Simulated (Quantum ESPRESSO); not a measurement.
# Collinear magnetic orders of NiSO4 with Quantum ESPRESSO, part 3 of 3

Does NiSO4 prefer parallel or opposed moments?

Quantum ESPRESSO 7.5; LDA with U = 6 eV on Ni d (ortho-atomic projectors); plane waves with GBRV 1.5 LDA potentials, no spin-orbit coupling.

So far, absolute magnetization (μB): step 2 (start 1: ferro ++) 4.08; step 3 (run 2, typed as antiferro +−) 3.84; step 5 (the lowest state again, with its states saved) 3.84.

## Step 6: Another way to count moments

Level of this step: LDA with U = 6 eV on Ni d (ortho-atomic projectors); plane waves with GBRV 1.5 LDA potentials, no spin-orbit coupling, projections on orthogonalised atomic orbitals (Quantum ESPRESSO).

projwfc.x projects the saved states on orthogonalised atomic orbitals of the pseudopotential files.

What it wrote:

```text
[banner, memory and clock lines left out]
Program PROJWFC v.7.5 starts

     [... lines left out ...]
     IMPORTANT: XC functional enforced from input :
     Exchange-correlation= PZ
                           (   1   1   0   0   0   0   0)
     Any further DFT definition will be discarded
     Please, verify this is what you really want

     G-vector sticks info

     Check: negative core charge=   -0.000007

     Gaussian broadening (read from input): ngauss,degauss=   0    0.010000

     Calling projwave ....

  Problem Sizes
  natomwfc =           66
  nbnd     =           67
  nkstot   =          136
  npwx     =         3715
  nkb      =          176

     Atomic states used for projection
     (read from pseudopotential files):

     state #   1: atom   1 (Ni1), wfc  1 (l=0 m= 1)
     state #   2: atom   1 (Ni1), wfc  2 (l=1 m= 1)
     state #   3: atom   1 (Ni1), wfc  2 (l=1 m= 2)
     state #   4: atom   1 (Ni1), wfc  2 (l=1 m= 3)
     state #   5: atom   1 (Ni1), wfc  3 (l=2 m= 1)
     state #   6: atom   1 (Ni1), wfc  3 (l=2 m= 2)
     state #   7: atom   1 (Ni1), wfc  3 (l=2 m= 3)
     state #   8: atom   1 (Ni1), wfc  3 (l=2 m= 4)
     state #   9: atom   1 (Ni1), wfc  3 (l=2 m= 5)
     state #  10: atom   1 (Ni1), wfc  4 (l=0 m= 1)
     state #  11: atom   1 (Ni1), wfc  5 (l=1 m= 1)
     state #  12: atom   1 (Ni1), wfc  5 (l=1 m= 2)
     state #  13: atom   1 (Ni1), wfc  5 (l=1 m= 3)
     state #  14: atom   2 (Ni2), wfc  1 (l=0 m= 1)
     state #  15: atom   2 (Ni2), wfc  2 (l=1 m= 1)
     state #  16: atom   2 (Ni2), wfc  2 (l=1 m= 2)
     state #  17: atom   2 (Ni2), wfc  2 (l=1 m= 3)
     state #  18: atom   2 (Ni2), wfc  3 (l=2 m= 1)
     state #  19: atom   2 (Ni2), wfc  3 (l=2 m= 2)
     state #  20: atom   2 (Ni2), wfc  3 (l=2 m= 3)
     state #  21: atom   2 (Ni2), wfc  3 (l=2 m= 4)
     state #  22: atom   2 (Ni2), wfc  3 (l=2 m= 5)
     state #  23: atom   2 (Ni2), wfc  4 (l=0 m= 1)
     state #  24: atom   2 (Ni2), wfc  5 (l=1 m= 1)
     state #  25: atom   2 (Ni2), wfc  5 (l=1 m= 2)
     state #  26: atom   2 (Ni2), wfc  5 (l=1 m= 3)
     state #  27: atom   3 (S  ), wfc  1 (l=0 m= 1)
     state #  28: atom   3 (S  ), wfc  2 (l=1 m= 1)
     state #  29: atom   3 (S  ), wfc  2 (l=1 m= 2)
     state #  30: atom   3 (S  ), wfc  2 (l=1 m= 3)
     state #  31: atom   4 (S  ), wfc  1 (l=0 m= 1)
     state #  32: atom   4 (S  ), wfc  2 (l=1 m= 1)
     state #  33: atom   4 (S  ), wfc  2 (l=1 m= 2)
     state #  34: atom   4 (S  ), wfc  2 (l=1 m= 3)
     state #  35: atom   5 (O  ), wfc  1 (l=0 m= 1)
     state #  36: atom   5 (O  ), wfc  2 (l=1 m= 1)
     state #  37: atom   5 (O  ), wfc  2 (l=1 m= 2)
     state #  38: atom   5 (O  ), wfc  2 (l=1 m= 3)
     state #  39: atom   6 (O  ), wfc  1 (l=0 m= 1)
     state #  40: atom   6 (O  ), wfc  2 (l=1 m= 1)
     state #  41: atom   6 (O  ), wfc  2 (l=1 m= 2)
     state #  42: atom   6 (O  ), wfc  2 (l=1 m= 3)
     state #  43: atom   7 (O  ), wfc  1 (l=0 m= 1)
     state #  44: atom   7 (O  ), wfc  2 (l=1 m= 1)
     state #  45: atom   7 (O  ), wfc  2 (l=1 m= 2)
     state #  46: atom   7 (O  ), wfc  2 (l=1 m= 3)
     state #  47: atom   8 (O  ), wfc  1 (l=0 m= 1)
     state #  48: atom   8 (O  ), wfc  2 (l=1 m= 1)
[...]
state #  55: atom  10 (O  ), wfc  1 (l=0 m= 1)
     state #  56: atom  10 (O  ), wfc  2 (l=1 m= 1)
     state #  57: atom  10 (O  ), wfc  2 (l=1 m= 2)
     state #  58: atom  10 (O  ), wfc  2 (l=1 m= 3)
     state #  59: atom  11 (O  ), wfc  1 (l=0 m= 1)
     state #  60: atom  11 (O  ), wfc  2 (l=1 m= 1)
     state #  61: atom  11 (O  ), wfc  2 (l=1 m= 2)
     state #  62: atom  11 (O  ), wfc  2 (l=1 m= 3)
     state #  63: atom  12 (O  ), wfc  1 (l=0 m= 1)
     state #  64: atom  12 (O  ), wfc  2 (l=1 m= 1)
     state #  65: atom  12 (O  ), wfc  2 (l=1 m= 2)
     state #  66: atom  12 (O  ), wfc  2 (l=1 m= 3)

 [... projections of the bands left out ...]

Lowdin Charges:

     Atom #   1: total charge =  17.6399, s =  2.4243, p =  7.0060, d =  8.2096,
[...]
polarization =  -0.0000, s = -0.0000, p = -0.0000, d =  0.0000,
     Atom #   4: total charge =   3.6890, s =  1.1097, p =  2.5793, d =  0.0000,
                 spin up      =   1.8445, s =  0.5549,
                 spin up      =   1.8445, p =  1.2896, pz=  0.4153, px=  0.4426, py=  0.4317,
                 spin up      =   1.8445, d =  0.0000, dz2=  0.0000, dxz=  0.0000, dyz=  0.0000, dx2-y2=  0.0000, dxy=  0.0000,
                 spin down    =   1.8445, s =  0.5549,
                 spin down    =   1.8445, p =  1.2896, pz=  0.4153, px=  0.4426, py=  0.4317,
                 spin down    =   1.8445, d =  0.0000, dz2=  0.0000, dxz=  0.0000, dyz=  0.0000, dx2-y2=  0.0000, dxy=  0.0000,
                 polarization =  -0.0000, s = -0.0000, p = -0.0000, d =  0.0000,
     Atom #   5: total charge =   6.5747, s =  1.7182, p =  4.8565, d =  0.0000,
                 spin up      =   3.2980, s =  0.8632,
                 spin up      =   3.2980, p =  2.4347, pz=  0.7689, px=  0.8885, py=  0.7773,
                 spin up      =   3.2980, d =  0.0000, dz2=  0.0000, dxz=  0.0000, dyz=  0.0000, dx2-y2=  0.0000, dxy=  0.0000,
                 spin down    =   3.2767, s =  0.8549,
                 spin down    =   3.2767, p =  2.4218, pz=  0.7667, px=  0.8892, py=  0.7660,
                 spin down    =   3.2767, d =  0.0000, dz2=  0.0000, dxz=  0.0000, dyz=  0.0000, dx2-y2=  0.0000, dxy=  0.0000,
                 polarization =   0.0212, s =  0.0083, p =  0.0129, d =  0.0000,
     Atom #   6: total charge =   6.5747, s =  1.7182, p =  4.8565, d =  0.0000,
                 spin up      =   3.2767, s =  0.8549,
                 spin up      =   3.2767, p =  2.4218, pz=  0.7667, px=  0.8892, py=  0.7660,
                 spin up      =   3.2767, d =  0.0000, dz2=  0.0000, dxz=  0.0000, dyz=  0.0000, dx2-y2=  0.0000, dxy=  0.0000,
                 spin down    =   3.2980, s =  0.8632,
                 spin down    =   3.2980, p =  2.4347, pz=  0.7689, px=  0.8885, py=  0.7773,
                 spin down    =   3.2980, d =  0.0000, dz2=  0.0000, dxz=  0.0000, dyz=  0.0000, dx2-y2=  0.0000, dxy=  0.0000,
                 polarization =  -0.0212, s = -0.0083, p = -0.0129, d =  0.0000,
     Atom #   7: total charge =   6.5747, s =  1.7182, p =  4.8565, d =  0.0000,
                 spin up      =   3.2980, s =  0.8632,
                 spin up      =   3.2980, p =  2.4347, pz=  0.7689, px=  0.8885, py=  0.7773,
                 spin up      =   3.2980, d =  0.0000, dz2=  0.0000, dxz=  0.0000, dyz=  0.0000, dx2-y2=  0.0000, dxy=  0.0000,
                 spin down    =   3.2767, s =  0.8549,
                 spin down    =   3.2767, p =  2.4218, pz=  0.7667, px=  0.8892, py=  0.7660,
                 spin down    =   3.2767, d =  0.0000, dz2=  0.0000, dxz=  0.0000, dyz=  0.0000, dx2-y2=  0.0000, dxy=  0.0000,
                 polarization =   0.0212, s =  0.0083, p =  0.0129, d =  0.0000,
     Atom #   8: total charge =   6.5747, s =  1.7182, p =  4.8565, d =  0.0000,
                 spin up      =   3.2767, s =  0.8549,
                 spin up      =   3.2767, p =  2.4218, pz=  0.7667, px=  0.8892, py=  0.7660,
                 spin up      =   3.2767, d =  0.0000, dz2=  0.0000, dxz=  0.0000, dyz=  0.0000, dx2-y2=  0.0000, dxy=  0.0000,
                 spin down    =   3.2980, s =  0.8632,
                 spin down    =   3.2980, p =  2.4347, pz=  0.7689, px=  0.8885, py=  0.7773,
                 spin down    =   3.2980, d =  0.0000, dz2=  0.0000, dxz=  0.0000, dyz=  0.0000, dx2-y2=  0.0000, dxy=  0.0000,
                 polarization =  -0.0212, s = -0.0083, p = -0.0129, d =  0.0000,
     Atom #   9: total charge =   6.5096, s =  1.6964, p =  4.8132, d =  0.0000,
                 spin up      =   3.2548, s =  0.8482,
                 spin up      =   3.2548, p =  2.4066, pz=  0.8311, px=  0.7306, py=  0.8449,
                 spin up      =   3.2548, d =  0.0000, dz2=  0.0000, dxz=  0.0000, dyz=  0.0000, dx2-y2=  0.0000, dxy=  0.0000,
                 spin down    =   3.2548, s =  0.8482,
                 spin down    =   3.2548, p =  2.4066, pz=  0.8311, px=  0.7306, py=  0.8449,
                 spin down    =   3.2548, d =  0.0000, dz2=  0.0000, dxz=  0.0000, dyz=  0.0000, dx2-y2=  0.0000, dxy=  0.0000,
                 polarization =   0.0000, s = -0.0000, p =  0.0000, d =  0.0000,
     Atom #  10: total charge =   6.5096, s =  1.6964, p =  4.8132, d =  0.0000,
                 spin up      =   3.2548, s =  0.8482,
                 spin up      =   3.2548, p =  2.4066, pz=  0.8311, px=  0.7306, py=  0.8449,
                 spin up      =   3.2548, d =  0.0000, dz2=  0.0000, dxz=  0.0000, dyz=  0.0000, dx2-y2=  0.0000, dxy=  0.0000,
                 spin down    =   3.2548, s =  0.8482,
                 spin down    =   3.2548, p =  2.4066, pz=  0.8311, px=  0.7306, py=  0.8449,
                 spin down    =   3.2548, d =  0.0000,
```

It took 5.4 s on 4 MPI ranks of AMD EPYC 9R14 (Zen 4), shared host; peak memory 0.45 GiB.

| atom | moment in the sphere (μB) | Löwdin moment (μB) | Löwdin charge (e) |
| --- | --- | --- | --- |
| Ni1 | 1.687 | 1.736 | 17.640 |
| Ni2 | -1.687 | -1.736 | 17.640 |
| S3 | 0.000 | 0.000 | 3.689 |
| S4 | 0.000 | 0.000 | 3.689 |
| O5 | 0.014 | 0.021 | 6.575 |
| O6 | -0.014 | -0.021 | 6.575 |
| O7 | 0.014 | 0.021 | 6.575 |
| O8 | -0.014 | -0.021 | 6.575 |
| O9 | 0.000 | 0.000 | 6.510 |
| O10 | 0.000 | 0.000 | 6.510 |
| O11 | 0.000 | 0.000 | 6.510 |
| O12 | 0.000 | 0.000 | 6.510 |

## Step 7: Occupations of the corrected shells in the lowest state

Occupations of the Hubbard shells:

| block | type | shell | spin | electrons | occupation numbers |
| --- | --- | --- | --- | --- | --- |
| 1 | Ni1 | 3d | up | 4.969 | 0.989 0.994 0.994 0.996 0.996 |
| 1 | Ni1 | 3d | down | 3.241 | 0.129 0.139 0.987 0.992 0.992 |
| 2 | Ni2 | 3d | up | 3.241 | 0.129 0.139 0.987 0.992 0.992 |
| 2 | Ni2 | 3d | down | 4.969 | 0.989 0.994 0.994 0.996 0.996 |

## Step 8: What came out

```
lowest state found      : antiferromagnetic (from antiferro +-)
largest site moment     : 1.69 μB
next state with moments : ferromagnetic, 18.0 meV a seeded atom higher
```

What this shows: The largest moment reads 1.69 μB in the sphere and 1.74 μB by Löwdin projection; a site moment hangs on how space is shared out. Only these 2 starts were compared; other wavevectors, canted and longer-period orders were not.

[Logs and program files are shortened in this print: banners, set-up blocks, solver, clock and traceback lines can be left out without a mark of their own.]

[Logs are printed without paths, hosts, clocks, repeated set-up lines and the standing remarks that a program may print on its own settings, such as how far it seeks lower states.]

[Hosts, paths, dates, database ids (printed as entryN), source tags and the programs' standing remarks are cut or masked in the printed files.]

[Where a cell is said to come from a database of computed structures, the database is the Materials Project.]
